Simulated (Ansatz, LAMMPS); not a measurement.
# Relaxing a frame of liquid K(F,Br) from 1200 K (94 atoms)

How does a frame of liquid K(F,Br) from 1200 K (94 atoms) relax, and what do bonds, charges and levels look like afterwards?

Calculated with Ansatz 0.2.0; Kohn-Sham DFT, PBE, PAW (set soft_2), plane waves.

## 1. The starting structure

The cell holds 94 atoms: 47 K, 18 F and 29 Br. Cell: a = 15.650 Å, b = 15.650 Å, c = 15.650 Å, α = 90.0°, β = 90.0°, γ = 90.0°. 94 atoms (47 K, 18 F, 29 Br) placed at random at 1.95 g/cm³, melted at 1800 K for 10 ps at fixed volume with the Lennard-Jones and Coulomb ion parameters for SPC/E (Joung and Cheatham, J. Phys. Chem. B 112, 9020 (2008)), full charges. Snapshot at the end of a hold of 20 ps at 1200 K and fixed volume.

What the set-up can't give: The network of bonds at the start is that of the classical potential that made the cell. The ion parameters were fitted for water, not for melts, so the starting structure of this cell may lie well off the real melt's. The Brillouin zone is sampled at Γ only, in a cell whose shortest periodic width is 16 Å.

## 2. Single point at the start

The forces at the start show how far the geometry lies from a minimum of this functional.

Contents of input.yaml:

```yaml
crystal:
  lattice:
    - [15.6503, 0.0, 0.0]
    - [0.0, 15.6503, 0.0]
    - [0.0, 0.0, 15.6503]
  atoms:
    - { symbol: K, position: [0.22845, 0.58451, 0.31129] }
    - { symbol: K, position: [0.08694, 0.00422, 0.03656] }
    - { symbol: K, position: [0.84609, 0.1005, 0.24081] }
    - { symbol: K, position: [0.57217, 0.77369, 0.4058] }
    [... 84 atom lines left out ...]
    - { symbol: Br, position: [0.08789, 0.35161, 0.00427] }
    - { symbol: Br, position: [0.27423, 0.12522, 0.09696] }
    - { symbol: Br, position: [0.19657, 0.88519, 0.91148] }
    - { symbol: Br, position: [0.4247, 0.64618, 0.39654] }
    - { symbol: Br, position: [0.00695, 0.752, 0.48746] }
    - { symbol: Br, position: [0.46429, 0.94362, 0.80716] }
kpoints:
  mp_grid: { grid: [1, 1, 1] }
hamiltonian:
  xc: pbe
scf:
  occupations: { method: gaussian, width: 0.025 }
output:
  forces: true
  stress: true
  populations: true
  dos:
    method: { smearing: { sigma: 0.08 } }
    de: 0.1
    projected: { site_lists: { Br: [Br], F: [F], K: [K] } }
  eigenvalues: true
```

The run is started by

```sh
$ ansatz run input.yaml --threads 4 --pin off --max-ram 8192MiB --backend cpu --events-out ev --progress --plain --runs-dir out
```

Run time: 96 s. Hardware: 4 threads of Arm Neoverse V1, shared host; peak memory 4.7 GiB.

Read from the output:

* free energy: -167667.7264 eV
* free energy per atom: -1783.6992 eV/atom
* SCF cycles: 10
* pressure: -0.5737 GPa
* r.m.s. force component: 0.2988 eV/Å
* longest force: 1.2 eV/Å
* Fermi energy: 1.824 eV
* gap (highest filled to lowest empty level): 2.703 eV
* spilling of the projection: 0.004303

The r.m.s. force component of 0.30 eV/Å and the pressure of -0.57 GPa set the starting point.

Length of the force by element:

```csv
element,coordination,atoms,mean length of the force (eV/Å),spread,least,most
Br,all,29,0.412,0.239,0.0577,1.20
F,all,18,0.460,0.141,0.250,0.706
K,all,47,0.507,0.224,0.124,1.06
```

## 3. Cell and atoms relaxed

Cell and atoms are freed together, to release stress as well as forces.

input.yaml, the sections that differ from step 2:

```yaml
output:
  forces: true
relax:
  f_tol: 0.05
  max_steps: 95
  cell: {}
# crystal, kpoints, hamiltonian, scf: as in step 2
```

The job ended after 27 min (4 threads; peak memory 4.6 GiB).

Relaxation path (22 of 31):

```csv
step,energy less that of the first step (eV),largest force component (eV/Å),pressure (GPa),volume (Å³)
1,0.0000,0.9464,-0.57,3833.26
2,-3.8242,0.4862,-0.42,3713.52
4,-7.7495,0.3495,0.01,3508.09
5,-8.7378,0.2120,0.02,3471.26
7,-10.0401,0.1331,0.00,3431.44
8,-10.5195,0.1867,-0.02,3419.57
10,-11.0676,0.1191,0.02,3402.59
11,-11.3115,0.1529,0.02,3402.99
12,-11.5004,0.0847,0.01,3399.94
14,-11.7469,0.0759,0.00,3397.77
15,-11.8606,0.0630,-0.01,3393.53
17,-12.1079,0.0806,0.00,3379.80
18,-12.2252,0.0789,0.00,3371.97
20,-12.3998,0.0414,0.02,3358.94
21,-12.4410,0.0605,0.02,3357.71
22,-12.4575,0.0846,0.01,3360.42
24,-12.5146,0.0521,0.02,3354.62
25,-12.5271,0.0499,0.02,3356.38
27,-12.5524,0.0428,-0.01,3365.36
28,-12.4861,0.0429,-0.05,3365.36
30,-12.5248,0.0474,0.02,3346.47
31,-12.5172,0.0474,0.02,3346.47
```

```csv
cell as run,before,after,change
a (Å),15.650,14.459,-7.6 %
b (Å),15.650,15.220,-2.8 %
c (Å),15.650,15.291,-2.3 %
α (°),90.00,93.03,+3.4 %
β (°),90.00,88.51,-1.7 %
γ (°),90.00,95.07,+5.6 %
volume (Å³/atom),40.78,35.60,-12.7 %
```

The atoms that moved most (Å, as changes of fractional coordinates times the final cell):

```csv
atom,dx,dy,dz,length
K44,-0.326,-1.641,-0.753,1.834
K36,-1.024,1.493,-0.152,1.817
K17,-0.270,-1.424,0.848,1.679
Br68,1.239,0.277,1.042,1.642
Br89,0.427,1.539,-0.202,1.610
Br83,0.145,-1.495,-0.463,1.572
K5,0.965,1.060,0.270,1.459
K13,-0.642,1.265,0.007,1.419
```

The relaxation changed the energy by -133 meV/atom, and atoms moved by 0.91 Å r.m.s., 1.8 Å at most.

## 4. Structure statistics after relaxation

Bonds before and after, by the cutoffs listed below:

```csv
pair,bonds before,bonds after,mean before (Å),mean after (Å),spread before (Å),spread after (Å)
K-Br,135,167,3.408,3.391,0.301,0.171
K-F,65,80,2.729,2.628,0.171,0.122
```

Density 2.23 g/cm³, 35.60 Å³ an atom.

g(r), total and by pair (bins of 0.2 Å):

```csv
r (Å),total,K-K,K-Br,K-F,Br-Br,Br-F,F-F
2.40,0.34,0.00,0.00,1.80,0.00,0.00,0.00
2.60,2.65,0.00,0.00,13.85,0.00,0.00,0.00
2.80,0.42,0.00,0.00,2.21,0.00,0.00,0.00
3.00,0.10,0.00,0.00,0.52,0.00,0.00,0.00
3.20,1.62,0.11,4.98,0.15,0.00,0.00,0.77
3.40,2.36,0.70,6.74,0.00,0.00,0.21,2.12
3.60,1.08,0.94,1.91,0.13,0.00,0.58,4.40
3.80,0.96,2.02,0.48,0.32,0.00,1.41,2.25
4.00,1.19,2.49,0.18,0.40,0.39,2.23,3.54
4.20,1.01,1.58,0.28,0.27,0.90,3.20,0.47
4.40,1.03,1.19,0.25,0.41,2.62,2.39,1.31
4.60,1.08,1.26,0.41,0.45,3.12,1.57,1.94
4.80,0.94,1.52,0.38,0.68,1.80,1.10,0.35
5.00,0.68,0.96,0.24,0.69,1.40,0.41,1.32
5.20,0.70,0.80,0.43,1.04,0.70,0.66,0.62
5.40,0.93,0.91,0.74,0.97,1.65,0.96,0.56
5.60,0.83,0.69,0.62,1.15,1.00,1.06,0.80
5.80,1.06,0.86,0.90,1.59,0.96,1.35,0.50
6.00,1.27,0.73,1.32,2.31,0.97,0.92,0.69
6.20,1.04,1.28,1.32,0.94,0.82,0.40,0.21
6.40,1.21,1.18,1.60,1.31,0.92,0.44,0.80
6.60,1.04,0.94,1.48,0.90,1.09,0.41,0.57
6.80,0.79,0.63,0.95,0.99,0.82,0.49,0.35
7.00,0.89,0.59,1.31,1.03,0.45,0.62,0.49
```

Bonds by pair of elements; cutoffs follow the first minimum of g(r), held within bounds set by covalent radii, and pairs that aren't listed don't count as bonded:

```csv
pair A-B,cutoff (Å),bonds,mean length (Å),spread (Å),shortest (Å),B about A,A about B
K-Br,4.08,167,3.39,0.171,3.12,3.55,5.76
K-F,3.18,80,2.63,0.122,2.47,1.70,4.44
```

How many atoms have how many bonded neighbours:

```csv
element,mean,3,4,5,6,7
Br,5.76,0,0,11,14,4
F,4.44,1,8,9,0,0
K,5.25,0,6,23,18,0
```

Bond angles, per cent of each kind in bins of 5°:

```csv
angle (°),K-Br-K,Br-K-F,Br-K-Br,K-F-K,F-K-F
55–60,1.2,0.0,0.0,0.0,0.0
60–65,5.5,0.4,0.0,0.0,0.0
65–70,5.7,1.2,0.0,0.0,0.0
70–75,10.6,5.7,3.8,0.7,1.8
75–80,9.2,6.9,11.9,5.7,9.1
80–85,5.5,13.9,15.3,8.5,10.9
85–90,7.9,14.3,11.9,9.9,16.4
90–95,6.2,9.0,10.6,11.3,9.1
95–100,4.7,12.7,4.2,14.9,10.9
100–105,3.5,5.3,4.7,7.1,9.1
105–110,4.2,1.2,4.7,5.7,1.8
110–115,2.7,2.5,2.1,6.4,1.8
115–120,3.2,2.0,4.7,5.0,3.6
120–125,3.2,2.5,3.0,4.3,3.6
125–130,3.0,1.2,2.1,3.5,5.5
130–135,5.5,2.0,1.7,3.5,5.5
135–140,2.2,1.2,2.1,1.4,0.0
140–145,3.7,1.2,1.7,0.7,0.0
145–150,5.0,1.2,1.7,4.3,0.0
150–155,2.7,2.0,5.1,1.4,1.8
155–160,2.0,4.5,4.2,0.7,1.8
160–165,1.0,2.9,1.3,2.1,1.8
165–170,1.5,3.3,2.1,1.4,1.8
170–175,0.2,1.6,1.3,1.4,3.6
175–180,0.0,1.2,0.0,0.0,0.0
```

Bond angles (no mean is given where the spread exceeds 20°):

```csv
angle,count,mean (°),spread (°)
K-Br-K,404,-,-
Br-K-F,245,-,-
Br-K-Br,236,-,-
K-F-K,141,-,-
F-K-F,55,-,-
```

Bond length by coordination (bonds to H left out):

```csv
element,coordination,atoms,mean bond length (Å)
Br,5,11,3.35
Br,6,14,3.38
Br,7,4,3.51
F,3,1,2.52
F,4,8,2.58
F,5,9,2.67
K,4,6,3.19
K,5,23,3.12
K,6,18,3.15
```

First main peaks of g(r), for some of the pairs, lie near 4.0 Å (K-K), 3.3 Å (K-Br), 2.6 Å (K-F), 4.6 Å (Br-Br), 4.1 Å (Br-F) and 3.6 Å (F-F). With the cutoffs above, 48 % of Br atoms have 6, 50 % of F atoms have 5 and 49 % of K atoms have 5 bonded neighbours.

## 5. Single point at the relaxed geometry

One more single point at the end of the walk gives the fuller output and checks the residual forces.

Contents of input.yaml:

```yaml
crystal:
  lattice:
    - [14.44349, -0.65305, 0.18455]
    - [-0.65305, 15.20044, -0.39948]
    - [0.18455, -0.39948, 15.2847]
  atoms:
    - { symbol: K, position: [0.22349, 0.56565, 0.3304] }
    - { symbol: K, position: [0.09914, 0.99674, 0.09322] }
    - { symbol: K, position: [0.849, 0.03789, 0.28914] }
    - { symbol: K, position: [0.5829, 0.76446, 0.39955] }
    [... 84 atom lines left out ...]
    - { symbol: Br, position: [0.12221, 0.45403, 0.99333] }
    - { symbol: Br, position: [0.29438, 0.11225, 0.12341] }
    - { symbol: Br, position: [0.20585, 0.92958, 0.91017] }
    - { symbol: Br, position: [0.41187, 0.62224, 0.43772] }
    - { symbol: Br, position: [0.00018, 0.74395, 0.51957] }
    - { symbol: Br, position: [0.50078, 0.95031, 0.77648] }
kpoints:
  mp_grid: { grid: [1, 1, 1] }
hamiltonian:
  xc: pbe
scf:
  occupations: { method: gaussian, width: 0.025 }
output:
  forces: true
  stress: true
  populations: intrinsic
  dos:
    method: { smearing: { sigma: 0.08 } }
    de: 0.1
    projected: { site_lists: { Br: [Br], F: [F], K: [K] } }
  eigenvalues: true
  write_density: true
  write_potential: true
  volumetric_format: npy
  elf: true
```

Elapsed: 81 s, on 4 threads; peak memory 4.2 GiB.

The program notes that the exchange-correlation potential is rough where the density is thin.

Read from the output:

```yaml
free_energy: -167680.2436 eV
free_energy_per_atom: -1783.8324 eV/atom
scf_cycles: 9
pressure: 0.01812 GPa
r_m_s_force_component: 0.01147 eV/Å
longest_force: 0.05208 eV/Å
fermi_energy: 2.354 eV
spacing_of_highest_filled_and_lowest_empty_level: 3.927 eV
```

Intrinsic-atomic-orbital charges by element and coordination:

```csv
element,coordination,atoms,mean charge (e),spread,least,most
Br,all,29,-0.732,0.0107,-0.755,-0.717
Br,5,11,-0.743,0.0072,-0.755,-0.728
Br,6,14,-0.726,0.0052,-0.736,-0.717
Br,7,4,-0.723,0.0063,-0.733,-0.717
F,all,18,-0.882,0.005,-0.892,-0.872
F,3,1,-0.892,0,-0.892,-0.892
F,4,8,-0.884,0.0051,-0.890,-0.872
F,5,9,-0.879,0.0024,-0.883,-0.875
K,all,47,0.790,0.0254,0.742,0.848
K,4,6,0.790,0.0214,0.755,0.810
K,5,23,0.793,0.0291,0.742,0.848
K,6,18,0.785,0.0203,0.756,0.822
```

States in the cell by windows of 1 eV, zero at the Fermi level; the larger projections on atomic orbitals stand beside the total:

```csv
from (eV),to (eV),total,Br p,F p,K s,Br s,K p
-18,-15,0.0,0.0,0.0,0.0,0.0,0.0
-15,-14,59.4,0.1,0.0,3.1,43.5,12.6
-14,-13,242.9,0.6,0.6,0.5,10.7,230.2
-13,-12,37.7,0.0,0.2,0.1,0.5,36.9
-12,-4,0.0,0.0,0.0,0.0,0.0,0.0
-4,-3,90.4,7.3,78.9,2.2,0.1,0.7
-3,-2,183.0,151.1,25.3,3.9,0.1,0.9
-2,-1,8.6,8.3,0.1,0.0,0.0,0.0
-1,1,0.0,0.0,0.0,0.0,0.0,0.0
1,2,0.9,0.0,0.0,0.7,0.1,0.0
2,3,5.1,0.2,0.0,3.9,0.4,0.0
3,4,27.6,1.4,0.2,18.6,1.3,0.2
4,5,61.1,1.3,0.4,22.0,0.6,0.1
```

The curve was stored every 0.10 eV, coarse against its broadening of 0.08 eV, so these counts are rough.

Between -26 and -18 eV lie 36 more states.

The stored curve holds about 658 of the 752 electrons; the rest, give or take the few that broadening carries across the Fermi level, lie in deeper levels below its range.

The levels nearest the highest filled one (over half full), pooled over k-points and spins:

```csv
level less the highest filled one (eV),occupation
-0.116,2
-0.0879,2
-0.0595,2
-0.0441,2
-0.0154,2
0,2
3.93,0
4.83,0
4.90,0
4.94,0
5.04,0
5.11,0
```

Mean intrinsic-atomic-orbital charges: Br -0.73, F -0.88, K +0.79 e. The largest share in the top eV of filled states is Br p (88 % of the projected weight), and in the lowest eV of empty states K s (84 % of the projected weight).

## 6. Summary of results

| Property | Result |
| --- | --- |
| energy change in the relaxation | -133.2 meV/atom |
| r.m.s. displacement | 0.905 Å |
| largest displacement | 1.834 Å |
| free energy per atom | -1783.8324 eV/atom |
| pressure | 0.01812 GPa |
| r.m.s. force component | 0.01147 eV/Å |
| gap (highest filled to lowest empty level) | 3.927 eV |
| wall time of the 3 DFT runs | 30 min |

What this shows: Relaxation lowers the energy by 133 meV/atom and moves atoms by 0.91 Å r.m.s.; the r.m.s. force component goes from 0.30 to 0.011 eV/Å, the pressure goes from -0.57 to 0.018 GPa, and the gap from 2.70 to 3.93 eV. Displacements are taken in the final cell, so they leave out its strain. By the final cutoffs 13 of 200 bonded pairs parted and 60 joined. The cell shrank by 12.7 % in volume. First to last step the energy falls by 12.517 eV; the largest move, 1.83 Å, is that of K44, with 1 other atom within 2 % of it. The K-F bonds change most in mean length: from 2.729 Å (spread 0.171) to 2.628 Å (spread 0.122), and their number from 65 to 80. With the cutoffs above, 48 % of Br atoms have 6, 50 % of F atoms have 5 and 49 % of K atoms have 5 bonded neighbours. The highest filled and lowest empty levels differ by 3.93 eV (at Γ alone); a semilocal functional tends to put such gaps too low. In a disordered cell it changes from sample to sample and from frame to frame.

**Limits.** The network of bonds at the start is that of the classical potential that made the cell; in DFT 13 of its 200 bonded pairs passed out of the cutoffs and 60 came within them.

[Logs are printed without paths, hosts, clocks, repeated set-up lines and the standing remarks that a program may print on its own settings, such as how far it seeks lower states.]

[Hosts, paths, dates, database ids (printed as entryN), source tags and the programs' standing remarks are cut or masked in the printed files.]
